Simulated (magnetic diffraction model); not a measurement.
**Magnetic neutron pattern of ErCuB₂**

Space group Amm2 (no. 38), a = 3.3780 Å, b = 4.4420 Å, c = 5.8130 Å.

```csv
site,atom,x,y,z
2a,Er,0,1/2,0.4997
2b,Cu,1/2,1/2,0.1267
4e,B,1/2,0.3446,0.7981
```

The compound is invented for this exercise: a known structure type with other elements, its cell scaled to their sizes and not relaxed.

Only Er is taken to order (form factors of Er3+); orders and moment sizes are assumed, and not adapted to the symmetry. Radiation: neutrons of λ = 2.567 Å (absorption by B left out), 8° to 100°; isotropic B of 0.23 Å² (Er), 0.36 Å² (Cu) and 0.64 Å² (B). Simulated constant-wavelength pattern: nuclear and magnetic terms add, the magnetic one as |2.695 fm × Σ f S⊥ exp(2πi Q·r) exp(−B s²)|², summed over all Q at one angle with the factor 1/(sin²θ cos θ). For collinear order S is the moment m, which repeats by lattice and centring translations R with the sign exp(−2πi k·R). Free-ion form factors, Sears's scattering lengths of 1992, no absorption; a label names one of the reflections at its angle. The strongest nuclear line in the range is 100, and lines under 0.2 are left out.

Assume the order k = (0 1/2 1/2), collinear moments along [010], 6.3 μB on Er.

Predict the pattern, nuclear and magnetic parts apart.

```
2θ (°)         index  nuclear  magnetic
 20.95   (0 1/2 1/2)      0.0      84.8
 42.37  (0 1/2 -3/2)      0.0      45.9
 44.66       (1 0 0)     21.7       0.0
 49.82   (1 1/2 1/2)      0.0      69.1
 52.41       (0 0 2)      0.6       0.0
 53.14  (0 3/2 -1/2)      0.0       2.1
 63.25  (1 1/2 -3/2)      0.0      44.5
 63.46       (1 1 1)    100.0       0.0
 66.11   (0 3/2 3/2)      0.0       8.1
 69.58   (0 1/2 5/2)      0.0      18.7
 70.61       (0 2 0)     13.0       0.0
 71.26       (1 0 2)     52.7       0.0
 71.87  (1 3/2 -1/2)      0.0      17.0
 83.33   (1 3/2 3/2)      0.0      16.4
 86.55   (1 1/2 5/2)      0.0      25.5
 87.52       (1 2 0)      2.4       0.0
 89.15  (0 3/2 -5/2)      0.0       7.8
 92.55       (0 1 3)     57.4       0.0
 93.32       (0 2 2)     30.4       0.0
 93.90   (0 5/2 1/2)      0.0       0.3
 98.91       (2 0 0)     45.5       0.0
```

The strongest magnetic line in the range is (0 1/2 1/2) at 20.95° (84.8). On top of the Lorentz factor, which all lines share, magnetic lines fade with angle because f falls: for Er3+ it is 0.96, 0.86, 0.73 and 0.47 at sin θ/λ = 0.1, 0.2, 0.3 and 0.5 Å⁻¹, while nuclear lengths stay constant. The order has no net moment.

[Logs are printed without paths, hosts, clocks, repeated set-up lines and the standing remarks that a program may print on its own settings, such as how far it seeks lower states.]
